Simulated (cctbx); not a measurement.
# Accept or mend?

Cell a = 10.5540 Å, b = 5.9780 Å, c = 5.9550 Å, α = 90.00°, β = 124.04°, γ = 90.00°; space group C2/m (no. 12). The compound is Li2Mn4VCuO8.

The data are simulated with cctbx, not measured: Cu Kα, λ = 1.54184 Å, to d = 0.8 Å, 50 % of the full sphere, strongest reflection 40000 counts, noise from counting, a 3 % proportional error and a noise floor of 15 counts (s.d.); no absorption, and some extinction, which the refinements don't model.

An isotropic refinement with weights 1/σ² prints:

```text
Rint 0.022, 322 unique reflections to 0.80 A
cycle     R1     wR2    GooF  max shift (A)
   1  0.3800  0.7023  14.880   0.56283
   6  0.0200  0.0457   0.968   0.00002
final R1 0.0200 wR2 0.0457 GooF 0.968  parameters 16  data/parameter 20.1
atom        x        y        z      Ueq    occ   su(xyz)  su(Uiso or U11)
Cu1    0.00000  0.00000  0.50000   0.0118  1.000  0.00000  0.0006
Mn1    0.75000  0.75000  0.50000   0.0129  1.000  0.00000  0.0002
Mn2    0.00000  0.00000  0.00000   0.0105  1.000  0.00000  0.0006
Mn3    0.00000  0.50000  0.50000   0.0120  1.000  0.00000  0.0006
V1     0.00000  0.50000  0.00000   0.0149  1.000  0.00000  0.0007
O1     0.73058  0.00000  0.24532   0.0166  1.000  0.00084  0.0017
O2     0.50992  0.25523  0.77155   0.0177  1.000  0.00067  0.0005
O3     0.74750  0.50000  0.26469   0.0191  1.000  0.00097  0.0019
Li1    0.75000  0.75000  0.00000   0.0285  1.000  0.00000  0.0017
difference map: max 0.86 min -0.74 rms 0.20
Q1    0.1498  0.0000  0.4887    4    0.87  1.37 A from O1
Q2    0.1094  0.0000  0.8294    4    0.78  1.63 A from Cu1
Q3    0.0107  0.0000  0.7342    4    0.78  1.33 A from Cu1
Q4    0.0778  0.0000  0.6388    4    0.61  0.77 A from Cu1
Q5    0.1692  0.5000  0.9683    4    0.55  1.39 A from O1
Q6    0.1839  0.3036  0.6663    8    0.55  1.32 A from O3
```

Q: Accept it or mend it, and why?

It can stand. The set-up had a fault (start far from the minimum), but the refinement still reached the right minimum: R1 = 0.0200, wR2 = 0.0457, GooF = 0.97 against R1 = 0.0200, wR2 = 0.0457, GooF = 0.97 for the right model.

The compound is Li2Mn4VCuO8. The right model at the same level gives:

```text
Rint 0.022, 322 unique reflections to 0.80 A
cycle     R1     wR2    GooF  max shift (A)
   1  0.0759  0.1669   3.537   0.05258
   2  0.0200  0.0457   0.968   0.00021
final R1 0.0200 wR2 0.0457 GooF 0.968  parameters 16  data/parameter 20.1
atom        x        y        z      Ueq    occ   su(xyz)  su(Uiso or U11)
Cu1    0.00000  0.00000  0.50000   0.0118  1.000  0.00000  0.0006
Mn1    0.75000  0.75000  0.50000   0.0129  1.000  0.00000  0.0002
Mn2    0.00000  0.00000  0.00000   0.0105  1.000  0.00000  0.0006
Mn3    0.00000  0.50000  0.50000   0.0120  1.000  0.00000  0.0006
V1     0.00000  0.50000  0.00000   0.0149  1.000  0.00000  0.0007
O1     0.73058  0.00000  0.24532   0.0166  1.000  0.00084  0.0017
O2     0.50992  0.25523  0.77155   0.0177  1.000  0.00067  0.0005
O3     0.74750  0.50000  0.26469   0.0191  1.000  0.00097  0.0019
Li1    0.75000  0.75000  0.00000   0.0285  1.000  0.00000  0.0017
difference map: max 0.86 min -0.74 rms 0.20
Q1    0.1498  0.0000  0.4887    4    0.87  1.37 A from O1
Q2    0.1094  0.0000  0.8294    4    0.78  1.63 A from Cu1
Q3    0.0107  0.0000  0.7342    4    0.78  1.33 A from Cu1
Q4    0.0778  0.0000  0.6388    4    0.61  0.77 A from Cu1
Q5    0.1692  0.5000  0.9683    4    0.55  1.39 A from O1
Q6    0.1839  0.3036  0.6663    8    0.55  1.32 A from O3
```

Isotropic U is held between 0.0001 and 1 Å² by the program, and listed peak heights are interpolated, so they can pass the grid's maximum.

The model is made up (kin elements in a known structure type, no relaxation), so it says nothing on whether the phase exists.

[Middle refinement cycles are left out of these outputs.]

[Logs are printed without paths, hosts, clocks, repeated set-up lines and the standing remarks that a program may print on its own settings, such as how far it seeks lower states.]
